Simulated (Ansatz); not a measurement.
**CaO (Lime, Fm-3m): phonons and vibrational spectra**

Task: relax CaO (Lime, Fm-3m), then find its harmonic phonons.

Main program and level: Ansatz 0.2.0; DFT LDA, scalar-relativistic, plane waves, PAW.

## 1. The structure

It takes space group Fm-3m (No. 225, cubic). Conventional cell: a = 4.813 Å, b = 4.813 Å, c = 4.813 Å, α = 90.00°, β = 90.00°, γ = 90.00°. Nearest to Ca lie 6 O at 2.41 Å. Nearest to O lie 6 Ca at 2.41 Å. Farther neighbours and most contacts between anions are not listed.

## 2. Relaxation

Harmonic phonons are second derivatives at a point where the forces vanish, and they are wanted at zero stress, so atoms and cell are relaxed first.

Contents of input.yaml:

```yaml
crystal:
  lattice:
    - [0.0, 2.4065, 2.4065]
    - [2.4065, 0.0, 2.4065]
    - [2.4065, 2.4065, 0.0]
  atoms:
    - { symbol: Ca, position: [0.0, 0.0, 0.0] }
    - { symbol: O, position: [0.5, 0.5, 0.5] }
kpoints:
  mp_grid: { grid: [8, 8, 8] }
hamiltonian:
  xc: lda
scf:
  occupations: { method: gaussian, width: 0.02 }
output:
  forces: true
  stress: true
  eigenvalues: true
relax:
  adjacent_minimum: "off"
  f_tol: 0.005
  max_steps: 80
  cell: { stress_tol: 0.05 }
```

On the command line:

```sh
$ ansatz run input.yaml --threads 4 --pin off --max-ram 7168MiB --backend cpu --events-out ev --progress --plain --runs-dir out
```

Numbers of over 12 decimals in the logs are rounded to 6 here.

What it wrote:

```text
Engine: ansatz 0.2.0, aarch64-unknown-linux-gnu
Pseudopotentials: kind: paw
Pseudopotential: Ca, paw, valence charge 10, recommended cutoff 420 eV (normal), Ca.paw.azcp
Pseudopotential: O, paw, valence charge 6, recommended cutoff 420 eV (normal), O.paw.azcp
Functional definition: SPW92
  exchange = slater_x
  correlation = pw_c
Crystal: 2 atoms, lattice volume = 27.873 Å³
Basis set: ecut = 420 eV, 537 PW (Γ)
Bands: 12, of which v1, the nominal top of the filled ones, is band 8 counted from 1 (7 counted from 0)
Symmetry: 48 space group operations
Space group: Fm-3m (ITA 225), of the structure as read, at distance tolerance 3.0e-5 Å
k-points: 29 of 512
Non-local potential: Ca, projectors of the file, l = 0: 3, l = 1: 2, l = 2: 2
Non-local potential: O, projectors of the file, l = 0: 2, l = 1: 2, l = 2: 1
PAW form: soft (Blöchl's): semilocal exchange-correlation on the pseudo side does not see the compensation charge
PAW frozen core: Ca, regenerated for the run's functional, and the local potential with it (the file was generated under x = pbe(κ = 0.804, μ = 0.219515), c = pbe(β = 0.066725))
PAW frozen core: O, regenerated for the run's functional, and the local potential with it (the file was generated under x = pbe(κ = 0.804, μ = 0.219515), c = pbe(β = 0.066725))
PAW one-centre angular grid: Ca, 110 points (default); XC on 64 Gauss nodes
PAW one-centre angular grid: O, 110 points (default); XC on 64 Gauss nodes
Initial density: superposition of atomic densities (neutral atoms: chi_scale 0, normalization atom), corrected by the library's trained network
Initial wavefunctions: pseudopotential atomic-orbital guess
Functional: x = slater, c = lda
SCF iter   1: F=—  HF=-2331.615304 eV  |F-HF|=—  |Δ(HF+E_count)|=         —  Δρ=1.62e-2  dr2=7.15e-2  ethr=1.77e-3  ⟨swp⟩=7.3  Hψ=2437  notcnv=0
preconditioner: auto → none  [insulator: Δε(μ)=3.229 eV  Ē_g=17.769 eV  σ=0.020 eV  W_gap=1.00  n_scr=8 (ndim 8)  ℏωp=26.3 eV  f_vac=0.000  D(μ)=0.00/eV (n_scr^D=0)  ε∞_Penn≈3.2]
SCF iter   2: F=—  HF=-2331.596933 eV  |F-HF|=—  |Δ(HF+E_count)|=   1.84e-2  Δρ=3.62e-3  dr2=3.00e-3  ethr=4.47e-4  ⟨swp⟩=2.0  Hψ=696  notcnv=0
SCF iter   3: F=—  HF=-2331.596123 eV  |F-HF|=—  |Δ(HF+E_count)|=   8.11e-4  Δρ=1.10e-3  dr2=1.39e-4  ethr=1.87e-5  ⟨swp⟩=2.5  Hψ=608  notcnv=0
SCF iter   4: F=—  HF=-2331.596076 eV  |F-HF|=—  |Δ(HF+E_count)|=   4.67e-5  Δρ=1.27e-4  dr2=2.80e-6  ethr=8.69e-7  ⟨swp⟩=1.1  Hψ=354  notcnv=0
SCF iter   5: F=—  HF=-2331.596076 eV  |F-HF|=—  |Δ(HF+E_count)|=   4.30e-7  Δρ=1.62e-5  dr2=2.16e-8  ethr=1.75e-8  ⟨swp⟩=2.5  Hψ=595  notcnv=0
SCF iter   6: F=-2331.596076 eV  HF=-2331.596076 eV  |F-HF|=1.61e-9  |Δ(HF+E_count)|=   6.21e-9  Δρ=2.89e-6  dr2=1.98e-9  ethr=1.35e-10  ⟨swp⟩=2.0  Hψ=1089  notcnv=0
SCF 1 converged in 6 iterations: F = -2331.596076 eV  dr2 = 1.98e-9
  greatest PAW one-centre occupation: 0.996 electrons in one spin orbital (limit 2), on the Ca atom at site 0 (counted from 0), in its partial waves of l = 0
relax step   1: F+E_penalty+E_count = -2331.59607551 eV  Δ(F+E_penalty+E_count) = +0.000e0 eV  max|allowed force component| = 6.758e-29 eV/Å  Δτ_max = 0.0000 Å  P = -7.385 GPa  Ω = 27.873 Å³  (6 SCF iters, dr2 threshold 1.00e-7 eV, accepted)
Crystal: 2 atoms, lattice volume = 25.721 Å³
Basis set: ecut = 420 eV, 531 PW (Γ)
Initial density: handed on by an earlier stage of this run
Initial wavefunctions: those handed on with the density
iter 1 solved again at ethr=2.03e-5 eV; its pass at ethr=3.10e-3 eV (dr2=3.25e-3 eV) is discarded
SCF iter   1: F=—  HF=-2331.644169 eV  |F-HF|=—  |Δ(HF+E_count)|=         —  Δρ=3.92e-3  dr2=3.22e-3  ethr=2.03e-5  ⟨swp⟩=1.1  Hψ=2563  notcnv=0
preconditioner: auto → none  [insulator: Δε(μ)=3.434 eV  Ē_g=18.196 eV  σ=0.020 eV  W_gap=1.00  n_scr=8 (ndim 8)  ℏωp=27.4 eV  f_vac=0.000  D(μ)=0.00/eV (n_scr^D=0)  ε∞_Penn≈3.3]
SCF iter   2: F=—  HF=-2331.643244 eV  |F-HF|=—  |Δ(HF+E_count)|=   9.25e-4  Δρ=1.50e-3  dr2=4.91e-4  ethr=2.02e-5  ⟨swp⟩=2.3  Hψ=654  notcnv=0
SCF iter   3: F=—  HF=-2331.643310 eV  |F-HF|=—  |Δ(HF+E_count)|=   6.66e-5  Δρ=1.51e-3  dr2=4.78e-4  ethr=3.07e-6  ⟨swp⟩=2.8  Hψ=642  notcnv=0
SCF iter   4: F=—  HF=-2331.643216 eV  |F-HF|=—  |Δ(HF+E_count)|=   9.44e-5  Δρ=3.31e-4  dr2=1.48e-5  ethr=2.99e-6  ⟨swp⟩=2.0  Hψ=441  notcnv=0
SCF iter   5: F=—  HF=-2331.643220 eV  |F-HF|=—  |Δ(HF+E_count)|=   3.57e-6  Δρ=4.26e-5  dr2=1.83e-7  ethr=1.25e-9  ⟨swp⟩=2.9  Hψ=1402  notcnv=0
SCF iter   6: F=-2331.643220 eV  HF=-2331.643220 eV  |F-HF|=2.21e-10  |Δ(HF+E_count)|=   8.17e-8  Δρ=3.58e-6  dr2=1.05e-9  ethr=1.15e-9  ⟨swp⟩=2.2  Hψ=1160  notcnv=0
SCF 2 converged in 6 iterations: F = -2331.643220 eV  dr2 = 1.05e-9
relax step   2: F+E_penalty+E_count = -2331.64321977 eV  Δ(F+E_penalty+E_count) = -4.714e-2 eV  max|allowed force component| = 4.575e-29 eV/Å  Δτ_max = 0.0000 Å  P = +2.245 GPa  Ω = 25.721 Å³  energy of the carried Pulay correction = +8.206e-3 eV  (6 SCF iters, dr2 threshold 2.00e-7 eV, accepted)
Crystal: 2 atoms, lattice volume = 26.192 Å³
iter 1 solved again at ethr=1.36e-6 eV; its pass at ethr=3.10e-3 eV (dr2=2.17e-4 eV) is discarded
SCF iter   1: F=—  HF=-2331.644354 eV  |F-HF|=—  |Δ(HF+E_count)|=         —  Δρ=9.92e-4  dr2=2.05e-4  ethr=1.36e-6  ⟨swp⟩=1.1  Hψ=2492  notcnv=0
preconditioner: auto → none  [insulator: Δε(μ)=3.451 eV  Ē_g=18.118 eV  σ=0.020 eV  W_gap=1.00  n_scr=8 (ndim 8)  ℏωp=27.1 eV  f_vac=0.000  D(μ)=0.00/eV (n_scr^D=0)  ε∞_Penn≈3.2]
SCF iter   2: F=—  HF=-2331.644303 eV  |F-HF|=—  |Δ(HF+E_count)|=   5.16e-5  Δρ=4.16e-4  dr2=4.37e-5  ethr=1.28e-6  ⟨swp⟩=3.0  Hψ=679  notcnv=0
SCF iter   3: F=—  HF=-2331.644302 eV  |F-HF|=—  |Δ(HF+E_count)|=   1.07e-6  Δρ=4.01e-4  dr2=3.35e-5  ethr=2.73e-7  ⟨swp⟩=2.2  Hψ=471  notcnv=0
SCF iter   4: F=—  HF=-2331.644296 eV  |F-HF|=—  |Δ(HF+E_count)|=   6.08e-6  Δρ=7.98e-5  dr2=8.29e-7  ethr=2.09e-7  ⟨swp⟩=2.0  Hψ=435  notcnv=0
SCF iter   5: F=-2331.644296 eV  HF=-2331.644296 eV  |F-HF|=9.46e-10  |Δ(HF+E_count)|=   1.99e-7  Δρ=9.06e-6  dr2=7.29e-9  ethr=1.25e-9  ⟨swp⟩=5.0  Hψ=1654  notcnv=0
SCF 3 converged in 5 iterations: F = -2331.644296 eV  dr2 = 7.29e-9
relax step   3: F+E_penalty+E_count = -2331.64429595 eV  Δ(F+E_penalty+E_count) = -1.076e-3 eV  max|allowed force component| = 7.067e-30 eV/Å  Δτ_max = 0.0000 Å  P = -0.217 GPa  Ω = 26.192 Å³  energy of the carried Pulay correction = +6.352e-3 eV  (5 SCF iters, dr2 threshold 2.00e-7 eV, accepted)
[...]
relax step   4: F+E_penalty+E_count = -2331.64449013 eV  Δ(F+E_penalty+E_count) = -1.942e-4 eV  max|allowed force component| = 6.640e-30 eV/Å  Δτ_max = 0.0000 Å  P = -0.005 GPa  Ω = 26.150 Å³  energy of the carried Pulay correction = +6.517e-3 eV  (4 SCF iters, dr2 threshold 1.18e-7 eV, accepted)
[...]
relax step   5: F+E_penalty+E_count = -2331.63953460 eV  Δ(F+E_penalty+E_count) = +4.956e-3 eV  max|allowed force component| = 5.670e-30 eV/Å  Δτ_max = 0.0000 Å  P = -0.317 GPa  Ω = 26.150 Å³  stress off target by 3.17e-1 GPa  SCF on the basis re-selected at this cell (its energy is not comparable with the rows above)  (7 SCF iters)
[...]
relax step   6: F+E_penalty+E_count = -2331.63984193 eV  Δ(F+E_penalty+E_count) = -3.073e-4 eV  max|allowed force component| = 4.667e-30 eV/Å  Δτ_max = 0.0000 Å  P = -0.005 GPa  Ω = 26.088 Å³  energy of the carried Pulay correction = +2.449e-4 eV  (4 SCF iters, dr2 threshold 2.00e-7 eV, accepted)
iter 1 solved again at ethr=2.30e-6 eV; its pass at ethr=3.10e-3 eV (dr2=3.68e-4 eV) is discarded
SCF iter   1: F=—  HF=-2331.639762 eV  |F-HF|=—  |Δ(HF+E_count)|=         —  Δρ=1.26e-5  dr2=2.20e-8  ethr=2.30e-6  ⟨swp⟩=2.2  Hψ=3250  notcnv=0
eigensolver tolerance schedule: the retry pair's looser diagonalisation over-reported the residual by 16754.53 of it (diagonalisation noise at an unbounded share of the residual, at the tolerance the schedule requests for it); recorded, not acted on — ethr = c·dr2/N_el stays at c = 1.0e-1
preconditioner: auto → none  [insulator: Δε(μ)=3.450 eV  Ē_g=18.136 eV  σ=0.020 eV  W_gap=1.00  n_scr=8 (ndim 8)  ℏωp=27.2 eV  f_vac=0.000  D(μ)=0.00/eV (n_scr^D=0)  ε∞_Penn≈3.2]
SCF iter   2: F=—  HF=-2331.639763 eV  |F-HF|=—  |Δ(HF+E_count)|=   4.84e-7  Δρ=9.63e-6  dr2=2.21e-8  ethr=1.37e-10  ⟨swp⟩=2.7  Hψ=619  notcnv=0
SCF iter   3: F=—  HF=-2331.639763 eV  |F-HF|=—  |Δ(HF+E_count)|=   3.63e-9  Δρ=3.83e-6  dr2=1.95e-9  ethr=1.37e-10  ⟨swp⟩=2.0  Hψ=435  notcnv=0
SCF iter   4: F=—  HF=-2331.639763 eV  |F-HF|=—  |Δ(HF+E_count)|=  3.24e-10  Δρ=1.38e-6  dr2=3.84e-10  ethr=1.22e-11  ⟨swp⟩=1.6  Hψ=476  notcnv=0
SCF iter   5: F=-2331.639763 eV  HF=-2331.639763 eV  |F-HF|=1.77e-11  |Δ(HF+E_count)|=  3.09e-11  Δρ=2.88e-7  dr2=1.91e-11  ethr=1.00e-12  ⟨swp⟩=4.0  Hψ=1557  notcnv=0
SCF 7 converged in 5 iterations: F = -2331.639763 eV  dr2 = 1.91e-11
relax step   7: F+E_penalty+E_count = -2331.63976252 eV  Δ(F+E_penalty+E_count) = +7.941e-5 eV  max|allowed force component| = 2.597e-30 eV/Å  Δτ_max = 0.0000 Å  P = -0.013 GPa  Ω = 26.088 Å³  stress off target by 1.33e-2 GPa  SCF on the basis re-selected at this cell (its energy is not comparable with the rows above)  (5 SCF iters)
basis re-selected at this cell: Δ(F+E_penalty+E_count) = +7.941e-5 eV, ΔP = -0.008 GPa vs the last step (what re-selecting the basis moved, of the pressure what is left beyond the Pulay correction that the steps carried, after the strain that the cell walked since its last selection, with what the two solves' SCF thresholds leave and, on support functions, any second-order correction that the steps lacked; it is no m [...]
SCF converged after 5 iterations
Free energy (F): -2331.639763 eV
Harris-Foulkes:  -2331.639763 eV  (|F-HF|=1.77e-11)
Internal energy: -2331.639763 eV  (E = F + TS)
E sigma→0 (E₀):  -2331.639763 eV
Fermi energy:    9.719490 eV
--- Per-component energies (eV) ---
  E_band       = -91.631050
  E_kinetic    = 455.922250
  E_local      = -860.171426  (includes V_loc(G=0)·N_el)
  E_nonlocal   = 117.006905
  E_hartree    = 282.476940
  E_xc         = -210.279866
  E_vxc        = -266.605998  (∫ρ·V_xc dr)
  E_paw        = -963.425776  (= ΣΔE_a)
  E_vpaw       = -102.739176  (= ΣTr[D̂ρ^β])
  E_aug_tail   = 0.002488  (compensation charges beyond the density's cutoff)
  E_ewald      = -1153.551365
  E_core_change = 0.380087  (= ΣΔE_core)
  E_smearing   = -0.000000  (= −TS)
  E_closure    = -0.000000  (closes the sum)
  Σ components = -2331.639763   (vs F -2331.639763, Δ=0.00e0)
--- Forces (eV/Å), atoms counted from 1 ---
  atom   1  Ca    -0.00000000    -0.00000000     0.00000000
  atom   2  O      0.00000000    -0.00000000    -0.00000000
  max |Σ_I F_I| component: 4.54e-30 eV/Å
--- Stress (GPa, compression-positive) ---
       -0.013280      -0.000000       0.000000
       -0.000000      -0.013280      -0.000000
       -0.000000      -0.000000      -0.013280
  P = ⅓ Tr σ = -0.0133 GPa (-0.133 kbar)
--- Band table (eV; the first three rows and the last of 29) ---
  k-point 0: bands = [... 4 lower, -7.3329, 7.9942, 7.9942, 7.9942, 13.0820, 14.2641, 14.2641, 14.2641]
  k-point 1: bands = [... 4 lower, -7.0274, 7.4263, 7.7553, 7.7553, 13.7751, 14.2279, 14.5546, 14.5546]
  k-point 2: bands = [... 4 lower, -6.4527, 6.3508, 7.2491, 7.2491, 14.3151, 15.2627, 15.3205, 15.3205]
  k-point 28: bands = [... 4 lower, -6.5542, 6.5873, 6.9268, 6.9268, 14.3820, 14.3820, 16.8145, 17.9641]
--- Relaxed structure (5 steps of the walk, 5 accepted, 2 SCFs on fresh bases) ---
  F+E_penalty+E_count = -2331.63976252 eV   max|allowed force component| = 2.597e-30 eV/Å   (the final SCF, on the basis selected at the relaxed cell)
  cell:  # Å, volume = 26.0881 Å³
    - [0, 2.353988, 2.353988]
    - [2.353988, 0, 2.353988]
    - [2.353988, 2.353988, 0]
  atoms:
    - { symbol: Ca, position: [0, 0, 0] }
    - { symbol: O, position: [0.5, 0.5, 0.5] }
```

Run time: 3.7 s. Hardware: 4 threads of Arm Neoverse N1, shared host; peak memory 0.27 GiB; 10 s of CPU time.

Step by step:

```
step  energy less that of the first step (eV)  largest force component (eV/Å)  pressure (GPa)  volume (Å³)
   1                                   0.0000                          0.0000           -7.38        27.87
   2                                  -0.0471                          0.0000            2.25        25.72
   3                                  -0.0482                          0.0000           -0.22        26.19
   4                                  -0.0484                          0.0000           -0.01        26.15
  5*                                  -0.0435                          0.0000           -0.32        26.15
   6                                  -0.0438                          0.0000            0.00        26.09
  7*                                  -0.0437                          0.0000           -0.01        26.09
```

Relaxation steps marked * repeat the geometry before them on a plane-wave basis chosen anew for their cell, so energy and pressure can jump there.

The run keeps the 48 symmetry operations that it works with, so distortions that break them were not tested.

```
conventional cell, symmetrised  before  after  change
                         a (Å)   4.813  4.708  -2.2 %
                         b (Å)   4.813  4.708  -2.2 %
                         c (Å)   4.813  4.708  -2.2 %
              volume (Å³/atom)   13.94  13.04  -6.4 %
```

Final coordinates:

```xyz
2
Lattice="0.0000 2.3540 2.3540 2.3540 0.0000 2.3540 2.3540 2.3540 0.0000" Properties=species:S:1:pos:R:3 pbc="T T T"
Ca    0.0000    0.0000    0.0000
O     2.3540    2.3540    2.3540
```

This step gave:

```yaml
pressure: -0.01328 GPa
gap_on_the_k_mesh: 3.451 eV
volume_per_atom: 13.04 Å³
direct_gap_on_mesh: 3.808 eV
```

In this step the volume went from 13.94 to 13.04 Å³/atom.

## 3. Relaxing to small forces for the phonons

Phonons need a cell at rest on their own settings, so the relaxation is repeated with tight tolerances on forces and stress on the k mesh and occupations of the first response run.

Contents of input.yaml:

```yaml
crystal:
  lattice:
    - [0.0, 2.3539881328, 2.3539881328]
    - [2.3539881328, 0.0, 2.3539881328]
    - [2.3539881328, 2.3539881328, 0.0]
  atoms:
    - { symbol: Ca, position: [0.0, 0.0, 0.0] }
    - { symbol: O, position: [0.5, 0.5, 0.5] }
kpoints:
  mp_grid: { grid: [8, 8, 8] }
hamiltonian:
  xc: lda
scf:
  occupations: { method: fixed }
output:
  forces: true
  stress: true
  eigenvalues: true
  write_density: true
  write_potential: true
  elf: true
  volumetric_format: npy
relax:
  adjacent_minimum: "off"
  f_tol: 0.001
  max_steps: 60
  cell: { stress_tol: 0.01 }
```

What it wrote:

```text
[...]
Crystal: 2 atoms, lattice volume = 26.088 Å³
Basis set: ecut = 420 eV, 531 PW (Γ)
Bands: 12, of which v1, the nominal top of the filled ones, is band 8 counted from 1 (7 counted from 0)
Symmetry: 48 space group operations
[...]
k-points: 29 of 512
[...]
k-point 28: bands = [... 4 lower, -6.5528, 6.5884, 6.9281, 6.9281, 14.3836, 14.3836, 16.8166, 17.9662]
--- Relaxed structure (2 steps of the walk, 2 accepted, 1 SCFs on fresh bases) ---
[...]
cell:  # Å, volume = 26.0853 Å³
    - [0, 2.353903, 2.353903]
    - [2.353903, 0, 2.353903]
    - [2.353903, 2.353903, 0]
  atoms:
    - { symbol: Ca, position: [0, 0, 0] }
    - { symbol: O, position: [0.500000, 0.500000, 0.500000] }
[key lines of the parts left out:]
SCF converged after 6 iterations
Free energy (F): -2331.639774 eV
Fermi energy:    7.995496 eV
P = ⅓ Tr σ = 0.0007 GPa (0.007 kbar)
```

Elapsed: 1.7 s, on 4 threads; peak memory 0.27 GiB.

Little changed from the start: no atom moved by 0.005 Å and no cell edge by 0.1 %.

This step gave:

| Item | Value |
| --- | --- |
| pressure | 7.41e-4 GPa |
| gap on the k-mesh | 3.450 eV |
| direct gap on mesh | 3.807 eV |

Electrostatic potential energy in the ac plane of the conventional cell at fractional y = 0.000, with atoms of Ca and O within 0.2 Å of it. With pseudopotentials it is smooth inside the atoms' cores, unlike the true potential.

Values in eV, 14 rows by 14 columns, each cell a mean:
```
-54 -40 -11   6  11  -7 -32 -38 -22   7   9  -1 -25 -50
-30 -18  -1   8  11   9  -7 -12   2  12  10   5  -9 -25
 -2   2   7  10  12  11  11  10  11  12  11   9   5  -1
  9  10  11  11  10   8   6   5   7   9  11  11  10   9
  4  10  12  11   7  -1 -11 -14  -6   4   9  12  12   7
-27 -11  10  10   2 -18 -40 -46 -30  -6   7  11   2 -22
-47 -27   4   9  -2 -30 -54 -55 -46 -14   5  10 -12 -38
-38 -22   7   9  -1 -25 -50 -54 -40 -11   6  11  -7 -32
-12   2  12  10   5  -9 -25 -30 -18  -1   8  11   9  -7
 10  11  12  11   9   5  -1  -2   2   7  10  12  11  11
  5   7   9  11  11  10   9   9  10  11  11  10   8   6
-14  -6   4   9  12  12   7   4  10  12  11   7  -1 -11
-46 -30  -6   7  11   2 -22 -27 -11  10  10   2 -18 -40
-55 -46 -14   5  10 -12 -38 -47 -27   4   9  -2 -30 -54
```
Columns run along a (4.7 Å; values clipped at the 3rd and 97th percentile), rows up along c (4.7 Å), edges of the conventional cell, whose origin can differ from the input's. Atoms in or near the plane, at fractional coordinates: Ca at (0.00, 0.00), Ca at (0.50, 0.50), O at (0.50, 0.00), O at (0.00, 0.50).

ELF in the ac plane of the conventional cell at fractional y = 0.000, with atoms of Ca and O within 0.2 Å of it. It is the smooth field of the valence electrons, not physical close to the nuclei.

Values, 14 rows by 14 columns, each cell a mean:
```
0.81 0.85 0.65 0.15 0.50 0.80 0.67 0.59 0.78 0.72 0.23 0.35 0.81 0.83
0.83 0.76 0.40 0.09 0.41 0.74 0.80 0.80 0.79 0.63 0.18 0.19 0.62 0.81
0.40 0.27 0.09 0.05 0.21 0.41 0.50 0.51 0.46 0.32 0.09 0.05 0.19 0.35
0.24 0.21 0.15 0.07 0.05 0.09 0.15 0.18 0.13 0.07 0.04 0.09 0.18 0.23
0.73 0.69 0.51 0.15 0.09 0.40 0.65 0.69 0.55 0.24 0.07 0.32 0.63 0.72
0.74 0.80 0.69 0.21 0.27 0.76 0.85 0.84 0.83 0.55 0.13 0.46 0.79 0.78
0.42 0.74 0.73 0.24 0.40 0.83 0.81 0.78 0.84 0.69 0.18 0.51 0.80 0.59
0.59 0.78 0.72 0.23 0.35 0.81 0.83 0.81 0.85 0.65 0.15 0.50 0.80 0.67
0.80 0.79 0.63 0.18 0.19 0.62 0.81 0.83 0.76 0.40 0.09 0.41 0.74 0.80
0.51 0.46 0.32 0.09 0.05 0.19 0.35 0.40 0.27 0.09 0.05 0.21 0.41 0.50
0.18 0.13 0.07 0.04 0.09 0.18 0.23 0.24 0.21 0.15 0.07 0.05 0.09 0.15
0.69 0.55 0.24 0.07 0.32 0.63 0.72 0.73 0.69 0.51 0.15 0.09 0.40 0.65
0.84 0.83 0.55 0.13 0.46 0.79 0.78 0.74 0.80 0.69 0.21 0.27 0.76 0.85
0.78 0.84 0.69 0.18 0.51 0.80 0.59 0.42 0.74 0.73 0.24 0.40 0.83 0.81
```
Columns run along a (4.7 Å), rows up along c (4.7 Å), edges of the conventional cell, whose origin can differ from the input's. Atoms in or near the plane, at fractional coordinates: Ca at (0.00, 0.00), Ca at (0.50, 0.50), O at (0.50, 0.00), O at (0.00, 0.50).

Valence density in the ac plane of the conventional cell at fractional y = 0.000, with atoms of Ca and O within 0.2 Å of it. It is the smooth field of the valence electrons, not physical close to the nuclei.

Ten even steps from '_' (0.1 e/Å³) to '@' (7.0 e/Å³), each cell a mean:
```
%%++..____::**%%==..____--##
--::________::::..______..--
____________________________
____________________________
..__________......________..
++::______::++**--..____..==
@@++..____--%%@@**..____::%%
%%==..____--##%%++..____::**
::..______..----::________::
____________________________
____________________________
....________....__________..
**--..____..==++::______::++
@@**..____::%%@@++..____--%%
```
Columns run along a (4.7 Å), rows up along c (4.7 Å), edges of the conventional cell, whose origin can differ from the input's. Atoms in or near the plane, at fractional coordinates: Ca at (0.00, 0.00), Ca at (0.50, 0.50), O at (0.50, 0.00), O at (0.00, 0.50).

The forces vanish by symmetry and the pressure is 0.001 GPa, within the tolerances set. The cell now holds 13.04 Å³/atom.

(Continued in part 2 of 3.)

[Logs are printed without paths, hosts, clocks, repeated set-up lines and the standing remarks that a program may print on its own settings, such as how far it seeks lower states.]

[Hosts, paths, dates, database ids (printed as entryN), source tags and the programs' standing remarks are cut or masked in the printed files.]
